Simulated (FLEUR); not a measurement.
## Energy mapping worked by hand: GdO

Can a spin model with one coupling foretell the energy of a further order of GdO?

Calculated with FLEUR MaX-R8.1; PBE with U = 6 eV on Gd f; all-electron FLAPW, Dirac cores, scalar-relativistic bands.

### Step 1. The starting structure

It takes space group F-43m (No. 216, cubic). The conventional cell has a = 5.400 Å, b = 5.400 Å, c = 5.400 Å, α = 90.00°, β = 90.00°, γ = 90.00°. Nearest to Gd lie 4 O at 2.34 Å. Nearest to O lie 4 Gd at 2.34 Å. Farther neighbours and most contacts between anions are not listed.

As a file:

```cif
data_structure
_symmetry_space_group_name_H-M 'F-43m'
_symmetry_Int_Tables_number 216
_cell_length_a 5.4000
_cell_length_b 5.4000
_cell_length_c 5.4000
_cell_angle_alpha 90.000
_cell_angle_beta 90.000
_cell_angle_gamma 90.000
_cell_volume 157.46
loop_
_atom_site_label
_atom_site_type_symbol
_atom_site_symmetry_multiplicity
_atom_site_Wyckoff_symbol
_atom_site_fract_x
_atom_site_fract_y
_atom_site_fract_z
_atom_site_occupancy
Gd1 Gd 4 a 0.00000 0.00000 0.00000 1
O1 O 4 d 0.25000 0.25000 0.75000 1
```

### Step 2. The parallel order

All energies count from this run. The U counters the self-interaction that shrinks the moments of a localised shell.

The file n_mmp_mat seeds the f occupations with whole cubic orbitals by Hund's first rule, so that the U acts from the first pass. inpgen writes inp.xml from crystal.txt; cutoffs, mixing, functional, smearing and local orbitals are then set in the file. The k list default-1 (kpts.xml, not shown) is a Γ-centred 8×8×8 mesh; where the ranks do not divide the number of points, some are split in two of half the weight.

inp.xml reads:

```
<?xml version="1.0" encoding="UTF-8" standalone="no"?>
<fleurInput fleurInputVersion="0.39">
   <comment>
      GdO
   </comment>
   <calculationSetup>
      <cutoffs Kmax="3.85" Gmax="11.6" GmaxXC="11.6" numbands="0"/>
      <scfLoop itmax="130" minDistance="0.0001" maxIterBroyd="15" imix="Anderson" alpha="0.05" precondParam="0.0" spinf="2.0" sdNocoIR="T"/>
      <coreElectrons ctail="T" frcor="F" kcrel="0" coretail_lmax="0"/>
      <xcFunctional name="pbe" relativisticCorrections="F"/>
      <magnetism jspins="2"/>
      <soc l_soc="F" theta="0.0" phi="0.0" spav="F"/>
      <expertModes spex="0" secvar="F"/>
      <geometryOptimization l_f="F" forcealpha="1.0" forcemix="BFGS" epsdisp="0.00001" epsforce="0.00001"/>
      <ldaU l_linMix="F" mixParam="0.05" spinf="1.0"/>
   </calculationSetup>
   <cell>
      <bzIntegration valenceElectrons="24.0" mode="hist" fermiSmearingEnergy="0.00110248">
         <kPointListSelection listName="default-1"/>
         <xi:include xmlns:xi="http://www.w3.org/2001/XInclude" href="kpts.xml"> </xi:include>
      </bzIntegration>
      <xi:include xmlns:xi="http://www.w3.org/2001/XInclude" href="sym.xml"> </xi:include>
      <bulkLattice scale="1.0">
         <bravaisMatrix>
            <row-1>    0.0000000000000000     5.1022605364200002     5.1022605364200002</row-1>
            <row-2>    5.1022605364200002     0.0000000000000000     5.1022605364200002</row-2>
            <row-3>    5.1022605364200002     5.1022605364200002     0.0000000000000000</row-3>
         </bravaisMatrix>
      </bulkLattice>
   </cell>
   <atomSpecies>
      <species name="Gadolinium7.000" element="Gd" atomicNumber="64">
         <mtSphere radius="2.75" gridPoints="909" logIncrement="0.015"/>
         <atomicCutoffs lmax="10" lnonsphr="8"/>
         <electronConfig flipSpins="F">
            <coreConfig>(1s1/2) (2s1/2) (2p1/2) (2p3/2) (3s1/2) (3p1/2) (3p3/2) (4s1/2) (3d3/2) (3d5/2) (4p1/2) (4p3/2) (4d3/2) (4d5/2)</coreConfig>
            <valenceConfig>(5s1/2) (5p1/2) (5p3/2) (6s1/2) (4f5/2) (4f7/2) (5d3/2) (5d5/2)</valenceConfig>
            <stateOccupation state="(4f5/2)" spinUp="2.5" spinDown="0.5"/>
            <stateOccupation state="(4f7/2)" spinUp="4.0" spinDown="0.0"/>
            <stateOccupation state="(5d3/2)" spinUp="0.4" spinDown="0.0"/>
            <stateOccupation state="(5d5/2)" spinUp="0.6" spinDown="0.0"/>
         </electronConfig>
         <energyParameters s="6" p="6" d="5" f="4"/>
         <ldaU l="3" U="6.0" J="0.0" l_amf="F"/>
         <lo type="SCLO" l="0" n="5" eDeriv="0"/>
         <lo type="SCLO" l="1" n="5" eDeriv="0"/>
      </species>
      <species name="Oxygen (O)" element="O" atomicNumber="8">
         <mtSphere radius="1.56" gridPoints="517" logIncrement="0.021"/>
         <atomicCutoffs lmax="6" lnonsphr="4"/>
         <electronConfig flipSpins="F">
            <coreConfig>(1s1/2)</coreConfig>
            <valenceConfig>(2s1/2) (2p1/2) (2p3/2)</valenceConfig>
            <stateOccupation state="(2p1/2)" spinUp="0.666667" spinDown="0.666667"/>
            <stateOccupation state="(2p3/2)" spinUp="1.333333" spinDown="1.333333"/>
         </electronConfig>
         <energyParameters s="2" p="2" d="3" f="4"/>
      </species>
   </atomSpecies>
   <atomGroups>
      <atomGroup species="Gadolinium7.000">
         <relPos label="                   1">.0000000000 .0000000000 .0000000000</relPos>
         <force calculate="T" relaxXYZ="TTT"/>
      </atomGroup>
      <atomGroup species="Oxygen (O)">
         <relPos label="                   2">1.000/4.000 1.000/4.000 1.000/4.000</relPos>
         <force calculate="T" relaxXYZ="TTT"/>
      </atomGroup>
   </atomGroups>
   <output dos="F" band="F" slice="F">
      <bandDOS minEnergy="-.5*Htr" maxEnergy="0.5*Htr" sigma="0.015" storeEVData="T"/>
      <plotting iplot="0" polar="F">
         <plot TwoD="T" vec1="  1.0  0.0  0.0" vec2="  0.0  1.0  0.0" vec3="  0.0  0.0  1.0" zero="  0.0  0.0  0.0" file="plot"/>
      </plotting>
      <moessbauerParams electricFieldGradient="F" isomerShift="F" coreHyperfine="F" valenceHyperfine="F"/>
   </output>
</fleurInput>
```

crystal.txt reads:

```
GdO
&input film=F cartesian=F /
0.00000000000  2.70000000000  2.70000000000
2.70000000000  0.00000000000  2.70000000000
2.70000000000  2.70000000000  0.00000000000
1.8897261246
1.0 1.0 1.0

2
64 0.00000000000  0.00000000000  0.00000000000 : 7.000
8 0.25000000000  0.25000000000  0.25000000000

&kpt div1=8 div2=8 div3=8 gamma=T /
```

The run is started by

```bash
$ OMP_NUM_THREADS=1 inpgen -f crystal.txt > inpgen.log  # inp.xml is then edited as shown
$ OMP_NUM_THREADS=1 mpirun -n 4 fleur_MPI > fleur.log
```

The program printed:

```text
Welcome to FLEUR        (www.flapw.de)
      MaX-Release 8.1          (www.max-centre.eu)

 ========== k-point set info ==========
 Selected k-point list: default-1
 k-point list type: mesh
 0 x 0 x 0
 Number of k points: 32

 [... set-up left out ...]
 Iteration:     1   Distance:      25.76438593 me/bohr^3
 Iteration:     2   Distance:      24.64169603 me/bohr^3
 Iteration:     3   Distance:      17.16007698 me/bohr^3
 Iteration:     4   Distance:      14.94789345 me/bohr^3
 Iteration:     5   Distance:       2.43336979 me/bohr^3
[...]
[... left out ...]
            <freeEnergy value="-11355.9200777043"/>
            <extrapolationTo0K value="-11355.9200403271"/>
         </totalEnergy>
         [... left out ...]
         <ldaUDensityMatrixConvergence>
            <distance spin="1" distance="0.000000"/>
            <distance spin="2" distance="0.000000"/>
         </ldaUDensityMatrixConvergence>
         <densityConvergence units="me/bohr^3">
            <chargeDensity spin="1" distance="0.0000261227"/>
            <chargeDensity spin="2" distance="0.0000167915"/>
            <overallChargeDensity distance="0.0000390837"/>
            <spinDensity distance="0.0000200291"/>
         </densityConvergence>
      </iteration>
```

It took 18 s on 4 MPI ranks of Intel Xeon Platinum 8375C at 2.90GHz (Ice Lake), shared host; peak memory 0.26 GiB.

Spin moment in the muffin-tin sphere by atom:

```tsv
atom	spin moment in the muffin-tin sphere (μB)
Gd1	7.32
O2	0.01
```

Read from the output:

- free energy: -309010.3274 eV
- program's band gap on this mesh (in a metal only a level spacing): 0.02238 eV
- magnetization: 7.941 μB
- final state: ferromagnetic

After 20 cycles the largest moment stands at 7.32 μB.

### Step 3. The orders used for the fit

The other orders were run with the same settings, on meshes that hold the same points. Free energies are divided by the number of Gd atoms; q is in fractions of the reciprocal vectors of the first run's cell.

```tsv
order	atoms	mesh	free energy (eV)	eV per Gd	largest moment (μB)
F +	2	8×8×8	-309010.3274	-309010.3274	7.32
AF q=(0,0,1/2) +-	4	8×8×4	-618020.5873	-309010.2936	7.17
```

### Step 4. Counting neighbours

With E = −Σ J e_i·e_j over ordered pairs of unit vectors, turning a neighbour from parallel to opposed costs 2J a Gd atom. So an order lies 2 Σ n J over the parallel one, n being the opposed neighbours in each shell.

```tsv
shell	distance (Å)	neighbours	opposed in AF q=(0,0,1/2) +-	opposed in AF q=(0,1/2,1/2) +-
J1	3.82	12	6	8
J2	5.40	6	6	0
```

Only J1 is kept.

### Step 5. Solving

```
2 × 6 × J1 = +33.8 meV    (AF q=(0,0,1/2) +-)
J1 = +2.82 meV
```

### Step 6. The test

The couplings now give the orders that were left out:

```
2 × 8 × (+2.82) = +45.1 meV    (AF q=(0,1/2,1/2) +-)
```

The runs themselves:

```tsv
order	atoms	mesh	free energy (eV)	eV per Gd	largest moment (μB)	over the parallel order (meV)	foretold (meV)
AF q=(0,1/2,1/2) +-	4	8×4×8	-618020.2290	-309010.1145	7.05	+212.9	+45.1
```

### Step 7. One more shell

One try is to add the next shell, though changing moments can also cause the miss. Both differences then fix both couplings, and no order is left for a test.

```
2 × 6 × J1 + 2 × 6 × J2 = +33.8 meV    (AF q=(0,0,1/2) +-)
2 × 8 × J1 = +212.9 meV    (AF q=(0,1/2,1/2) +-)
J1 = +13.31 meV
J2 = -10.49 meV
```

### Step 8. Results

| Item | Value |
| --- | --- |
| effective coupling of the reversed pairs, counted on J1 (Gd–Gd at 3.82 Å) | 2.82 meV |
| largest miss on the orders left out | 168 meV |
| J1 with two shells | 13.3 meV |
| J2 with two shells | -10.5 meV |

The model misses the order left out by 168 meV, 79 % of the largest distance from the parallel order, so it fails: these couplings alone don't describe the crystal. With the next shell added the couplings are J1 = +13.31 and J2 = -10.49 meV, untested. The largest moments of the orders differ by 3.7 % of the greatest. One difference fixes one number: it sums all reversed shells and need not be the coupling of the nearest one, even in sign. The f shell is half filled, so the spin-only picture is fair.

[Logs and program files are shortened in this print: banners, set-up blocks, solver, clock and traceback lines can be left out without a mark of their own.]

[Logs are printed without paths, hosts, clocks, repeated set-up lines and the standing remarks that a program may print on its own settings, such as how far it seeks lower states.]

[Hosts, paths, dates, database ids (printed as entryN), source tags and the programs' standing remarks are cut or masked in the printed files.]

[Where a cell is said to come from a database of computed structures, the database is the Materials Project.]
